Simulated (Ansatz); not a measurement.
# Rb on Au(111): change of the work function

How does one ordered layer of Rb (bridge site) change the work function of Au(111), and what dipole does each adsorbate carry?

Main program and level: Ansatz 0.2.0; plane-wave DFT, PBEsol, Ansatz PAW.

The raw output is cut from this account; settings, times and results stay.

### 1. The system as given

The cell holds 4 atoms: 4 Au. Its edges and angles: a = 2.885 Å, b = 2.885 Å, c = 25.067 Å, α = 90.0°, β = 90.0°, γ = 60.0°. Vacuum lies along c.

### 2. The clean slab

The bare slab comes first, as the zero from which every change is counted. The two lowest layers are held at bulk places and the upper ones relax. The dipole correction removes the false field that a one-sided slab makes across the periodic vacuum, so each face gets a flat vacuum level of its own.

input.yaml

```yaml
crystal:
  lattice:
    - [2.8849956672, 0.0, 0.0]
    - [1.4424978336, 2.4984795376, 0.0]
    - [0.0, 0.0, 25.0667672949]
  atoms:
    - { symbol: Au, position: [0.0, 0.0, 0.3590411118] }
    - { symbol: Au, position: [0.3333333333, 0.3333333333, 0.4530137039] }
    - { symbol: Au, position: [0.6666666667, 0.6666666667, 0.5469862961] }
    - { symbol: Au, position: [0.0, 0.0, 0.6409588882] }
kpoints:
  mp_grid: { grid: [12, 12, 1] }
hamiltonian:
  xc: pbesol
scf:
  occupations: { method: fermi_dirac, width: 0.1 }
  convergence: { dr2_threshold: 1.0e-08 }
efield:
  axis: 3
  dipole_correction: true
  ramp_position: 0.97
  ramp_width: 0.06
relax:
  f_tol: 0.02
  max_steps: 60
  constraints: [{ sites: [0, 1] }]
output:
  write_potential: true
  write_density: true
  volumetric_format: npy
```

On the command line:

```bash
> ansatz run input.yaml --threads 4 --pin off --max-ram 6144MiB --backend cpu --events-out ev --progress --plain --runs-dir out
```

Run time: 8 s. Hardware: 4 threads of AMD EPYC 9R45, shared host; peak memory 0.68 GiB; 11 s of CPU time.

Relaxation path:

```tsv
step	energy less that of the first step (eV)	largest force component (eV/Å)
1	0.0000	0.1540
2	0.0021	0.2427
3	-0.0015	0.0058
```

Relaxation step 2 was tried and not accepted.

Forces are held to the 6 operations that the program found; a distortion that breaks them can't arise in this run.

The atoms that moved most (Å):

```tsv
atom	dx	dy	dz	length
Au3	0.000	0.000	-0.024	0.024
Au4	0.000	0.000	-0.012	0.012
```

The relaxed structure:

```xyz
4
Lattice="2.8850 0.0000 0.0000 1.4425 2.4985 0.0000 0.0000 0.0000 25.0668" Properties=species:S:1:pos:R:3
Au    0.0000    0.0000    9.0000
Au    1.4425    0.8328   11.3556
Au    2.8850    1.6657   13.6868
Au    0.0000    0.0000   16.0551
```

This step gave:

- energy at zero smearing: -52027.4805 eV
- work function, upper face: 5.242 eV
- dipole along the normal: -2.20e-4 e·Å

Running mean over 2.356 Å of the planar mean; the ramp of the sawtooth is left out. The electron's electrostatic potential energy less the Fermi level by z:

z (Å), electron's electrostatic potential energy less the Fermi level (eV) and a bar from the least value:
```
      3.5       5.24 ##############################
      4.0       5.24 ##############################
      4.5       5.24 ##############################
      5.0       5.23 ##############################
      5.5       5.22 ##############################
      6.0       5.18 ##############################
      6.5       4.99 #############################
      7.0       4.18 ############################
      7.5       1.21 #####################
      8.0      -3.34 ############
      8.5      -6.98 ####
      9.0      -8.18 #
      9.5      -8.43 #
     10.0      -8.52 #
     10.5      -8.56 #
     11.0      -8.61 
     11.5      -8.67 
     12.0      -8.78 
     12.5      -8.84 
     13.0      -8.79 
     13.5      -8.66 
     14.0      -8.58 #
     14.5      -8.46 #
     15.0      -8.40 #
     15.5      -8.37 #
     16.0      -8.21 #
     16.5      -7.19 ####
     17.0      -3.83 ###########
     17.5       0.75 ####################
     18.0       3.99 ###########################
     18.5       4.96 #############################
     19.0       5.17 ##############################
     19.5       5.23 ##############################
     20.0       5.24 ##############################
     20.5       5.24 ##############################
     21.0       5.24 ##############################
     21.5       5.24 ##############################
     22.0       5.24 ##############################
```

The relaxation took 3 steps and lowered the energy by 0.0015 eV; the largest force on the free atoms ends at 0.0058 eV/Å.

The work function of the upper face is 5.24 eV.

### 3. Adsorbate added

System of this step: Rb/Au(111). The cell holds 17 atoms: 16 Au and 1 Rb. Its edges and angles: a = 5.770 Å, b = 5.770 Å, c = 28.504 Å, α = 90.0°, β = 90.0°, γ = 60.0°. Vacuum lies along c.

The clean slab as it ended is repeated in the plane and the adsorbate is set on one face; the cell's size fixes the coverage, and the k-mesh shrinks with it to keep the sampling density about even. Adsorbate and upper layers relax, since the dipole depends on the height.

input.yaml

```yaml
crystal:
  lattice:
    - [5.7699913344, 0.0, 0.0]
    - [2.8849956672, 4.9969590752, 0.0]
    - [0.0, 0.0, 28.5035810597]
  atoms:
    - { symbol: Au, position: [0.0, 0.0, 0.3157497993] }
    - { symbol: Au, position: [0.1666666667, 0.1666666667, 0.3983916643] }
    - { symbol: Au, position: [0.3333333333, 0.3333333333, 0.4801774587] }
    - { symbol: Au, position: [0.0, 0.0, 0.5632669705] }
    - { symbol: Au, position: [0.0, 0.5, 0.3157497993] }
    - { symbol: Au, position: [0.1666666667, 0.6666666667, 0.3983916643] }
    - { symbol: Au, position: [0.3333333333, 0.8333333333, 0.4801774587] }
    - { symbol: Au, position: [0.0, 0.5, 0.5632669705] }
    - { symbol: Au, position: [0.5, 0.0, 0.3157497993] }
    - { symbol: Au, position: [0.6666666667, 0.1666666667, 0.3983916643] }
    - { symbol: Au, position: [0.8333333333, 0.3333333333, 0.4801774587] }
    - { symbol: Au, position: [0.5, 0.0, 0.5632669705] }
    - { symbol: Au, position: [0.5, 0.5, 0.3157497993] }
    - { symbol: Au, position: [0.6666666667, 0.6666666667, 0.3983916643] }
    - { symbol: Au, position: [0.8333333333, 0.8333333333, 0.4801774587] }
    - { symbol: Au, position: [0.5, 0.5, 0.5632669705] }
    - { symbol: Rb, position: [0.25, 0.0, 0.6842502007] }
kpoints:
  mp_grid: { grid: [6, 6, 1] }
hamiltonian:
  xc: pbesol
scf:
  occupations: { method: fermi_dirac, width: 0.1 }
  convergence: { dr2_threshold: 1.0e-08 }
efield:
  axis: 3
  dipole_correction: true
  ramp_position: 0.97
  ramp_width: 0.06
relax:
  f_tol: 0.02
  max_steps: 60
  constraints: [{ sites: [0, 1, 4, 5, 8, 9, 12, 13] }]
output:
  bader: true
  dos: { projected: true, e_range: [-8, 4] }
  write_potential: true
  write_density: true
  volumetric_format: npy
  elf: true
```

Elapsed: 2 min, on 4 threads; peak memory 4.2 GiB; 7.8 min of CPU time.

Relaxation path:

```tsv
step	energy less that of the first step (eV)	largest force component (eV/Å)
1	0.0000	0.6688
2	-0.0791	0.6497
3	-0.2064	0.4885
4	-0.2789	0.1815
5	-0.2950	0.0284
6	-0.2955	0.0023
```

Forces are held to the 2 operations that the program found; a distortion that breaks them can't arise in this run.

The atoms that moved most (Å):

```tsv
atom	dx	dy	dz	length
Rb17	0.000	0.031	-0.624	0.625
Au16	0.000	0.007	0.092	0.092
Au8	0.000	-0.009	0.084	0.084
Au12	0.025	-0.002	-0.023	0.034
Au4	-0.025	-0.002	-0.023	0.034
Au15	0.000	-0.011	-0.019	0.022
Au11	-0.001	0.008	0.012	0.014
Au3	0.001	0.008	0.012	0.014
```

Numbers from this step:

- energy at zero smearing: -211328.1525 eV
- work function, upper face: 1.643 eV
- work function, lower face: 5.243 eV
- dipole along the normal: 0.5737 e·Å
- step between the vacuum levels: -3.601 eV

Running mean over 2.356 Å of the planar mean; the ramp of the sawtooth is left out. Table of electron's electrostatic potential energy less the Fermi level by z:

z (Å), electron's electrostatic potential energy less the Fermi level (eV) and a bar from the least value:
```
      3.5       5.24 ##############################
      4.0       5.24 ##############################
      4.5       5.24 ##############################
      5.0       5.24 ##############################
      5.5       5.23 ##############################
      6.0       5.19 ##############################
      6.5       5.00 #############################
      7.0       4.20 ############################
      7.5       1.22 #####################
      8.0      -3.32 ############
      8.5      -6.94 ####
      9.0      -8.15 #
      9.5      -8.41 #
     10.0      -8.50 #
     10.5      -8.55 #
     11.0      -8.60 
     11.5      -8.65 
     12.0      -8.75 
     12.5      -8.80 
     13.0      -8.75 
     13.5      -8.62 
     14.0      -8.51 #
     14.5      -8.26 #
     15.0      -8.16 #
     15.5      -8.26 #
     16.0      -8.31 #
     16.5      -7.64 ##
     17.0      -5.05 ########
     17.5      -2.04 ##############
     18.0      -0.92 #################
     18.5      -1.38 ################
     19.0      -1.89 ###############
     19.5      -1.90 ###############
     20.0      -0.85 #################
     20.5       0.54 ####################
     21.0       1.14 #####################
     21.5       1.36 ######################
     22.0       1.47 ######################
     22.5       1.54 ######################
     23.0       1.59 ######################
     23.5       1.61 ######################
     24.0       1.62 ######################
     24.5       1.63 ######################
     25.0       1.64 ######################
```

The density of states has structure finer than the step of the table below, so its rows give means over 0.25 eV. Peaks (eV: height): -4.450: 63.0, -4.330: 72.5, -4.120: 74.5, -3.430: 53.1, -2.410: 53.6, -2.230: 92.8, -1.980: 51.1.

Table of density of states by energy, zero at the Fermi level; means over each step:

energy (eV), density of states (states/eV a cell) and a bar:
```
    -7.75        2.2 
    -7.50        3.2 #
    -7.25        5.0 ##
    -7.00        9.5 #####
    -6.75       16.5 #########
    -6.50       18.2 ##########
    -6.25       29.3 ##################
    -6.00       28.1 #################
    -5.75       18.7 ###########
    -5.50       27.6 #################
    -5.25       22.1 #############
    -5.00       27.1 ################
    -4.75       31.0 ###################
    -4.50       43.8 ###########################
    -4.25       48.2 ##############################
    -4.00       40.0 #########################
    -3.75       26.5 ################
    -3.50       37.8 #######################
    -3.25       27.3 ################
    -3.00       35.7 ######################
    -2.75       39.4 ########################
    -2.50       33.7 #####################
    -2.25       37.1 #######################
    -2.00       41.2 #########################
    -1.75       19.6 ###########
    -1.50        8.5 ####
    -1.25        4.3 #
    -1.00       10.7 ######
    -0.75        3.4 #
    -0.50        3.7 #
    -0.25        4.8 ##
     0.00        7.8 ####
     0.25        6.3 ###
     0.50        6.1 ###
     0.75        5.5 ##
     1.00        5.8 ##
     1.25        5.9 ##
     1.50        8.2 ####
     1.75        8.9 ####
```

Projected DOS per atom over height of the atomic layer and energy from the Fermi level. Layers: Au4 Au4 Au4 Au4 Rb from below.

Ten even steps from '_' (0.01 states/eV) to '@' (3.06 states/eV), each cell a mean:
```
________..
________..
________::
________..
..__..__..
__________
..____..__
........__
**##**==__
##******__
@@++**@@__
##==++%%__
##====##__
@@####@@__
**%%##%%__
==++**++__
========__
==**++==__
::****--__
..----..__
__....____
__________
```
Columns: height of the atomic layer (Å) from 9 to 18.9 (not evenly spaced); rows upwards: energy from the Fermi level (eV) from -7.96 to 1.95.

Valence density in the ca plane at fractional y = 0.000, with atoms of Au and Rb within 0.2 Å of it. It is the smooth field of the valence electrons, not physical close to the nuclei.

Values in units of 1e0 e/Å³, 8 rows by 16 columns, each cell a mean:
```
2.3 0.3 0.3 0.2 0.3 0.4 6.1 2.8 0.1 0.0 0.0 0.0 0.0 0.0 0.0 0.0
0.3 0.7 0.9 0.4 1.1 0.3 0.6 0.3 0.0 0.0 0.0 0.0 0.0 0.0 0.0 0.0
0.5 0.6 0.7 0.3 0.8 0.3 1.2 0.6 0.0 0.0 0.0 0.0 0.0 0.0 0.0 0.0
3.2 0.2 0.2 0.1 0.2 0.5 8.2 3.7 0.1 0.0 0.0 0.0 0.0 0.0 0.0 0.0
2.3 0.3 0.3 0.2 0.3 0.4 5.6 2.6 0.2 0.7 0.2 0.0 0.0 0.0 0.0 0.0
0.3 0.7 0.9 0.4 1.1 0.3 0.4 0.3 0.5 1.8 1.0 0.0 0.0 0.0 0.0 0.0
0.5 0.6 0.7 0.3 0.9 0.3 1.0 0.5 0.4 1.7 0.8 0.0 0.0 0.0 0.0 0.0
3.1 0.2 0.2 0.1 0.2 0.5 7.8 3.5 0.1 0.3 0.1 0.0 0.0 0.0 0.0 0.0
```
Columns run along c (16.0 Å, from fractional 0.33 to 0.90 of the cell), rows up along a (5.8 Å). Atoms in or near the plane, at fractional coordinates: Au at (0.56, 0.00), Au at (0.56, 0.50), Rb at (0.66, 0.25).

ELF in the ca plane at fractional y = 0.000, with atoms of Au and Rb within 0.2 Å of it. It is the smooth field of the valence electrons, not physical close to the nuclei.

Ten even steps from '0' (0.01) to '9' (0.86), each cell a mean:
```
65222221111222225677543200000000001111000000
53222322222232223565433210000000011111000000
32223443223443222333322110000000111111000000
22224543223444222222221110000000111111000000
32223443223443222333322110000000111111000000
53222322122222223565433210000000011111000000
65222221111222225677543200000000001111000000
65322221111222225787643113553100000111000000
64222222112222224666542158998520000111100000
42223332222333222444321399899841000111100000
22224443223444222222210696269951000011100000
22224443223444222222210696269951000011100000
42223332222333222444321399999841000111100000
64222222112222224666542158998510000111100000
65322221111222235787643113553100000111000000
```
Columns run along c (16.0 Å, from fractional 0.33 to 0.90 of the cell), rows up along a (5.8 Å). Atoms in or near the plane, at fractional coordinates: Au at (0.56, 0.00), Au at (0.56, 0.50), Rb at (0.66, 0.25).

Electrostatic potential energy in the ca plane at fractional y = 0.000, with atoms of Au and Rb within 0.2 Å of it. With pseudopotentials it is smooth inside the atoms' cores, unlike the true potential.

Ten even steps from '0' (-45 eV) to '9' (8 eV), each cell a mean:
```
04899999999999984000279999999999999999999999
37998889999889997312699999999999999999999999
89987568998667999877999999999999999999999999
99986457997547899999999999999999999999999999
89987668998667999877999999999999999999999999
37998889999889997312599999999999999999999999
04899999999999984000279999999999999999999999
04899999999999983000179999889999999999999999
16999999999999996101489987678999999999999999
68998778998778998656899862016899999999999999
99986457997557899999999830002799999999999999
99986457997557899999999830002799999999999999
68998778998778998656899861016899999999999999
16999999999999996100489987678999999999999999
04899999999999983000179999899999999999999999
```
Columns run along c (16.0 Å, from fractional 0.33 to 0.90 of the cell; values clipped at the 3rd and 97th percentile), rows up along a (5.8 Å). Atoms in or near the plane, at fractional coordinates: Au at (0.56, 0.00), Au at (0.56, 0.50), Rb at (0.66, 0.25).

The relaxation took 6 steps and lowered the energy by 0.30 eV; the largest force on the free atoms ends at 0.0023 eV/Å.

By hand: a sheet of dipoles makes a step −p/(ε₀A) in the electron's potential. With e/ε₀ = 180.95 V·Å, p = 0.5737 e·Å and A = 28.83 Å², that is −180.95 × (0.5737) / 28.83 = -3.601 eV, and the two vacuum levels of the run differ by -3.601 eV.

The covered face has 1.64 eV, -3.60 eV against the clean one; the bare back face has moved by +0.01 eV, a measure of how thin the slab is.

### 4. Work function against coverage

This step: plane-wave DFT, PBEsol, Ansatz PAW; work function against coverage (Ansatz 0.2.0).

The runs are now put side by side.

This step gave:

| Item | Value |
| --- | --- |
| work function of the clean face | 5.242 eV |
| largest change of the work function | -3.599 eV |

Work function of the covered face against coverage:

```tsv
coverage (adsorbates/nm²)	work function of the covered face (eV)
0.00	5.24
3.47	1.64
```

The dipole per adsorbate comes from the change of the cell's dipole. Coverage, by row:

```tsv
coverage (1/nm²)	coverage (ML)	work function (eV)	change (eV)	dipole per adsorbate, positive end outwards (debye)	mean height of the added atoms over the highest substrate atom (Å)
3.468	0.25	1.643	-3.599	2.76	2.732
```

### 5. The covered slab, atoms frozen

This step: plane-wave DFT, PBEsol, Ansatz PAW (Ansatz 0.2.0).

To see where the charge goes, the covered slab, the bare substrate and the adsorbate layer are each run at the same frozen positions and on the same grid.

input.yaml

```yaml
crystal:
  lattice:
    - [5.7699913344, 0.0, 0.0]
    - [2.8849956672, 4.9969590752, 0.0]
    - [0.0, 0.0, 28.5035810597]
  atoms:
    - { symbol: Au, position: [0.0, 0.0, 0.3157497993] }
    - { symbol: Au, position: [0.1666666667, 0.1666666667, 0.3983916643] }
    - { symbol: Au, position: [0.3327119327, 0.3349639775, 0.4805837401] }
    - { symbol: Au, position: [-0.0040819502, -0.0004926852, 0.5624551813] }
    - { symbol: Au, position: [0.0, 0.5, 0.3157497993] }
    - { symbol: Au, position: [0.1666666667, 0.6666666667, 0.3983916643] }
    - { symbol: Au, position: [0.3337939271, 0.8324121458, 0.4802249139] }
    - { symbol: Au, position: [0.000938864, 0.498122272, 0.5662023693] }
    - { symbol: Au, position: [0.5, 0.0, 0.3157497993] }
    - { symbol: Au, position: [0.6666666666, 0.1666666667, 0.3983916643] }
    - { symbol: Au, position: [0.8323240898, 0.3349639775, 0.4805837401] }
    - { symbol: Au, position: [0.5045746354, -0.0004926852, 0.5624551813] }
    - { symbol: Au, position: [0.5, 0.5, 0.3157497993] }
    - { symbol: Au, position: [0.6666666667, 0.6666666667, 0.3983916643] }
    - { symbol: Au, position: [0.8344684555, 0.8310630889, 0.4795167773] }
    - { symbol: Au, position: [0.4993482464, 0.5013035072, 0.5664943709] }
    - { symbol: Rb, position: [0.2469284411, 0.0061431178, 0.6623589176] }
kpoints:
  mp_grid: { grid: [6, 6, 1] }
hamiltonian:
  xc: pbesol
scf:
  occupations: { method: fermi_dirac, width: 0.1 }
  convergence: { dr2_threshold: 1.0e-08 }
efield:
  axis: 3
  dipole_correction: true
  ramp_position: 0.97
  ramp_width: 0.06
output:
  write_potential: true
  write_density: true
  volumetric_format: npy
```

Elapsed: 23 s, on 4 threads; peak memory 4 GiB.

Read from the output:

```yaml
energy_at_zero_smearing: -211328.1528 eV
work_function_upper_face: 1.645 eV
work_function_lower_face: 5.244 eV
dipole_along_the_normal: 0.5734 e·Å
step_between_the_vacuum_levels: -3.599 eV
```

The work function of the upper face is 1.64 eV.

### 6. The substrate alone

System of this step: Rb/Au(111), substrate alone, atoms held. The cell holds 16 atoms: 16 Au. Its edges and angles: a = 5.770 Å, b = 5.770 Å, c = 28.504 Å, α = 90.0°, β = 90.0°, γ = 60.0°. Vacuum lies along c.

The second part, atoms unmoved.

Changes to input.yaml since step 5:

```diff
@@ -22,3 +22,2 @@
     - { symbol: Au, position: [0.4993482464, 0.5013035072, 0.5664943709] }
-    - { symbol: Rb, position: [0.2469284411, 0.0061431178, 0.6623589176] }
 kpoints:
```

Run time: 20 s. Hardware: 4 threads; peak memory 3.9 GiB; 77 s of CPU time.

Numbers from this step:

```
energy at zero smearing        : -208109.8895 eV
work function, upper face      : 5.260 eV
work function, lower face      : 5.237 eV
dipole along the normal        : -0.003610 e·Å
step between the vacuum levels : 0.02265 eV
```

The work function of the upper face is 5.26 eV.

### 7. The adsorbate layer alone

System of this step: Rb/Au(111), adsorbate layer alone, atoms held. The cell holds 1 atom: 1 Rb. Cell: a = 5.770 Å, b = 5.770 Å, c = 28.504 Å, α = 90.0°, β = 90.0°, γ = 60.0°. Vacuum lies along c.

The third part; a free layer of atoms may carry a moment, so spin is on.

input.yaml, the sections that differ from step 6:

```yaml
crystal:
  lattice:
    - [5.7699913344, 0.0, 0.0]
    - [2.8849956672, 4.9969590752, 0.0]
    - [0.0, 0.0, 28.5035810597]
  atoms:
    - { symbol: Rb, position: [0.2469284411, 0.0061431178, 0.6623589176], spin: 1.0 }
magnetization:
  spin_polarized: true
# kpoints, hamiltonian, scf, efield, output: as in step 6
```

Wall time 2.1 s (4 threads); peak memory 0.98 GiB; 7.6 s of CPU time.

Read from the output:

| Item | Value |
| --- | --- |
| energy at zero smearing | -3216.6473 eV |
| work function, upper face | 2.370 eV |
| dipole along the normal | 1.61e-5 e·Å |

At this spacing and smearing the free layer keeps no moment.

(Part 1 of 2 ends here.)

[Long decimals in the printed logs are rounded to 6 places.]

[Logs are printed without paths, hosts, clocks, repeated set-up lines and the standing remarks that a program may print on its own settings, such as how far it seeks lower states.]

[Hosts, paths, dates, database ids (printed as entryN), source tags and the programs' standing remarks are cut or masked in the printed files.]

[Maps of the electrostatic potential energy from Ansatz leave out the sawtooth potential of an applied field or a dipole correction, so their vacuum need not be flat; planar profiles and work functions include it.]
